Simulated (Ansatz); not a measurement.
# Y on Cu(100): change of the work function, part 2 of 2

How does one ordered layer of Y (bridge site) change the work function of Cu(100), and what dipole does each adsorbate carry?

Ansatz 0.2.0; plane-wave DFT, PBE, Ansatz PAW.

So far, work function, upper face (eV): step 2 (the clean slab) 4.57; step 3 (the covered slab) 2.62; step 5 (the covered slab, atoms frozen) 2.62; step 6 (the substrate alone) 4.58; step 7 (the adsorbate layer alone) 3.10.

## Step 9: Varying the input: efield.amplitude = 0.05

This step: plane-wave DFT, PBE, Ansatz PAW (Ansatz 0.2.0).

System of this step: YCu16 (Y/Cu(100)). The cell holds 17 atoms: 16 Cu and 1 Y. Cell: a = 5.105 Å, b = 5.105 Å, c = 26.549 Å, α = 90.0°, β = 90.0°, γ = 90.0°. Vacuum lies along c.

A run with a changed input: it repeats the earlier run at 0.25 ML with efield.amplitude to 0.05; its output block differs too.

input.yaml

```yaml
crystal:
  lattice:
    - [5.1053109602, 0.0, 0.0]
    - [0.0, 5.1053109602, 0.0]
    - [0.0, 0.0, 26.5488077536]
  atoms:
    - { symbol: Cu, position: [0.25, 0.25, 0.3389982738] }
    - { symbol: Cu, position: [0.0, 0.0, 0.406986261] }
    - { symbol: Cu, position: [0.25, 0.25, 0.4761543358] }
    - { symbol: Cu, position: [0.0, 0.0, 0.5430740838] }
    - { symbol: Cu, position: [0.25, 0.75, 0.3389982738] }
    - { symbol: Cu, position: [0.0, 0.5, 0.406986261] }
    - { symbol: Cu, position: [0.25, 0.75, 0.4761543358] }
    - { symbol: Cu, position: [0.0, 0.5, 0.5430740838] }
    - { symbol: Cu, position: [0.75, 0.25, 0.3389982738] }
    - { symbol: Cu, position: [0.5, 0.0, 0.406986261] }
    - { symbol: Cu, position: [0.75, 0.25, 0.4761543358] }
    - { symbol: Cu, position: [0.5, 0.0, 0.5430740838] }
    - { symbol: Cu, position: [0.75, 0.75, 0.3389982738] }
    - { symbol: Cu, position: [0.5, 0.5, 0.406986261] }
    - { symbol: Cu, position: [0.75, 0.75, 0.4761543358] }
    - { symbol: Cu, position: [0.5, 0.5, 0.5430740838] }
    - { symbol: "Y", position: [0.25, 0.0, 0.6610017262] }
kpoints:
  mp_grid: { grid: [6, 6, 1] }
hamiltonian:
  xc: pbe
scf:
  occupations: { method: fermi_dirac, width: 0.1 }
  convergence: { dr2_threshold: 1.0e-08 }
efield:
  axis: 3
  dipole_correction: true
  ramp_position: 0.97
  ramp_width: 0.06
  amplitude: 0.05
relax:
  f_tol: 0.02
  max_steps: 60
  constraints: [{ sites: [0, 1, 4, 5, 8, 9, 12, 13] }]
output:
  bader: true
  dos: { projected: true, e_range: [-8, 4] }
  write_potential: true
  write_density: true
  volumetric_format: npy
```

Started as:

```bash
> ansatz run input.yaml --threads 4 --pin off --max-ram 6144MiB --backend cpu --events-out ev --progress --plain --runs-dir out
```

It took 15 min on 4 threads of Arm Neoverse V1, shared host; peak memory 3.8 GiB; 61 min of CPU time.

The steps of the relaxation:

```csv
step,energy less that of the first step (eV),largest force component (eV/Å)
1,0.0000,1.6935
2,-0.3795,1.8040
3,-0.7890,1.7233
4,-1.1286,1.2649
5,-1.3349,0.4491
6,-1.4801,0.2036
7,-1.4925,0.1213
8,-1.5023,0.0441
9,-1.5026,0.0020
```

The run keeps the 4 symmetry operations that the program found, so distortions that break them were not tested.

The atoms that moved most (Å):

```csv
atom,dx,dy,dz,length
Y17,0.000,0.000,-1.056,1.056
Cu8,0.022,0.000,0.243,0.244
Cu16,-0.022,0.000,0.243,0.244
Cu4,-0.063,0.000,-0.108,0.125
Cu12,0.063,0.000,-0.108,0.125
Cu15,0.000,-0.051,-0.024,0.057
Cu11,0.000,0.051,-0.024,0.057
Cu3,0.000,0.033,0.006,0.033
```

Final coordinates:

```cif
data_structure
_symmetry_space_group_name_H-M 'P 1'
_symmetry_Int_Tables_number 1
_cell_length_a 5.1053
_cell_length_b 5.1053
_cell_length_c 26.5488
_cell_angle_alpha 90.000
_cell_angle_beta 90.000
_cell_angle_gamma 90.000
_cell_volume 691.97
loop_
_atom_site_label
_atom_site_type_symbol
_atom_site_fract_x
_atom_site_fract_y
_atom_site_fract_z
_atom_site_occupancy
Cu1 Cu 0.25000 0.25000 0.33900 1
Cu2 Cu 0.00000 0.00000 0.40699 1
Cu3 Cu 0.25000 0.25637 0.47637 1
Cu4 Cu 0.98773 0.00000 0.53901 1
Cu5 Cu 0.25000 0.75000 0.33900 1
Cu6 Cu 0.00000 0.50000 0.40699 1
Cu7 Cu 0.25000 0.74363 0.47637 1
Cu8 Cu 0.00426 0.50000 0.55223 1
Cu9 Cu 0.75000 0.25000 0.33900 1
Cu10 Cu 0.50000 0.00000 0.40699 1
Cu11 Cu 0.75000 0.26004 0.47523 1
Cu12 Cu 0.51227 0.00000 0.53901 1
Cu13 Cu 0.75000 0.75000 0.33900 1
Cu14 Cu 0.50000 0.50000 0.40699 1
Cu15 Cu 0.75000 0.73996 0.47523 1
Cu16 Cu 0.49574 0.50000 0.55223 1
Y17 Y 0.25000 0.00000 0.62123 1
```

This step gave:

| Property | Result |
| --- | --- |
| energy at zero smearing | -109846.2341 eV |
| dipole along the normal | 0.3547 e·Å |

The density of states has structure finer than the step of the table below, so its rows give means over 0.5 eV. Peaks (eV: height): -2.74: 99.3, -2.68: 67.9, -2.44: 69.4, -2.32: 75.2, -2.26: 75.0, -1.71: 85.6, -1.50: 96.1.

The density of states by energy, zero at the Fermi level; means over each step:

```csv
energy (eV),density of states (states/eV a cell)
-7.5,1.18
-7.0,2.42
-6.5,2.29
-6.0,3.13
-5.5,4.44
-5.0,8.36
-4.5,17.9
-4.0,34.0
-3.5,38.3
-3.0,50.3
-2.5,60.1
-2.0,68.4
-1.5,47.2
-1.0,7.75
-0.5,6.62
0.0,7.34
0.5,9.30
1.0,10.3
1.5,7.18
```

Projected DOS per atom over height of the atomic layer and energy from the Fermi level. Layers: Cu4 Cu4 Cu4 Cu4 Y from below.

Ten even steps from '0' (0.01 states/eV) to '9' (5.59 states/eV), each cell a mean:
```
00005
00006
00007
00006
00002
00002
00001
63310
96770
84671
56660
34460
24340
14430
02210
00100
00000
00000
00000
00000
00000
00000
```
Columns: height of the atomic layer (Å) from 9 to 16.5 (not evenly spaced); rows upwards: energy from the Fermi level (eV) from -7.96 to 1.95.

```csv
quantity,this run,earlier run,difference
dipole along the normal (e·Å),0.3547,0.2708,0.084
```

The applied field differs between the two, so the dipoles differ in any case.

## Step 10: The same run with other settings

System of this step: Cu(100). The cell holds 4 atoms: 4 Cu. Its edges and angles: a = 2.553 Å, b = 2.553 Å, c = 23.415 Å, α = 90.0°, β = 90.0°, γ = 90.0°. Vacuum lies along c.

Another changed input: it repeats the earlier run at 0 ML with scf.mixing.preconditioner to ldos and scf.occupations.width from 0.1 to 0.05.

input.yaml

```yaml
crystal:
  lattice:
    - [2.5526554801, 0.0, 0.0]
    - [0.0, 2.5526554801, 0.0]
    - [0.0, 0.0, 23.415]
  atoms:
    - { symbol: Cu, position: [0.5, 0.5, 0.3843689942] }
    - { symbol: Cu, position: [0.0, 0.0, 0.4614563314] }
    - { symbol: Cu, position: [0.5, 0.5, 0.5385436686] }
    - { symbol: Cu, position: [0.0, 0.0, 0.6156310058] }
kpoints:
  mp_grid: { grid: [12, 12, 1] }
hamiltonian:
  xc: pbe
scf:
  occupations: { method: fermi_dirac, width: 0.05 }
  convergence: { dr2_threshold: 1.0e-08 }
  mixing: { preconditioner: ldos }
efield:
  axis: 3
  dipole_correction: true
  ramp_position: 0.97
  ramp_width: 0.06
relax:
  f_tol: 0.02
  max_steps: 60
  constraints: [{ sites: [0, 1] }]
output:
  write_potential: true
  write_density: true
  volumetric_format: npy
```

Wall time 16 s (4 threads); peak memory 0.5 GiB.

The steps of the relaxation:

```csv
step,energy less that of the first step (eV),largest force component (eV/Å)
1,0.0000,0.2130
2,-0.0018,0.1360
3,-0.0031,0.0022
```

Forces are held to the 8 operations that the program found; a distortion that breaks them can't arise in this run.

The atoms that moved most (Å):

```csv
atom,dx,dy,dz,length
Cu3,0.000,0.000,0.029,0.029
```

Final coordinates:

```
Cu
1.0
     2.55266    0.00000    0.00000
     0.00000    2.55266    0.00000
     0.00000    0.00000   23.41500
Cu
4
Direct
  0.50000 0.50000 0.38437
  0.00000 0.00000 0.46146
  0.50000 0.50000 0.53979
  0.00000 0.00000 0.61564
```

Read from the output:

```yaml
energy_at_zero_smearing: -26499.4742 eV
work_function_upper_face: 4.585 eV
dipole_along_the_normal: 3.70e-4 e·Å
```

```csv
quantity,this run,earlier run,difference
"work function, upper face (eV)",4.585,4.571,0.014
dipole along the normal (e·Å),3.70e-4,4.05e-4,-3.5e-5
```

What moves beyond 0.01 in its unit (for the dipole 0.5 % and 5e-5 e·Å): work function, upper face (+0.0144 eV).

## Step 11: Outcome

- work function of the clean face: 4.57 eV
- work function at 0.25 ML: 2.62 eV
- dipole per adsorbate at 0.25 ML, positive end outwards: 1.29 D
- step of the potential from the moved charge at 0.25 ML, upper less lower side, atoms held: -1.88 eV

**Reading.** Y lowers the work function of Cu(100) at the lowest coverage, by 1.95 eV: the adsorbate layer has its positive end outwards. One coverage alone was completed, so no trend follows. The slab has 4 layers, at the tabulated experimental lattice constant, one starting site was run, and quantum-size effects of a slab this thin can reach one or two tenths of an eV. The main runs have no spin polarisation; a magnetic state could lie lower and would change these results.

[Long decimals in the printed logs are rounded to 6 places.]

[Logs are printed without paths, hosts, clocks, repeated set-up lines and the standing remarks that a program may print on its own settings, such as how far it seeks lower states.]

[Hosts, paths, dates, database ids (printed as entryN), source tags and the programs' standing remarks are cut or masked in the printed files.]

[Maps of the electrostatic potential energy from Ansatz leave out the sawtooth potential of an applied field or a dipole correction, so their vacuum need not be flat; planar profiles and work functions include it.]

[The density of states shown here was stored with 400 of the rows of the run's finer table, so its peaks can read low, often by over a quarter, or be missed, and its means over a window can be off by a tenth or more.]
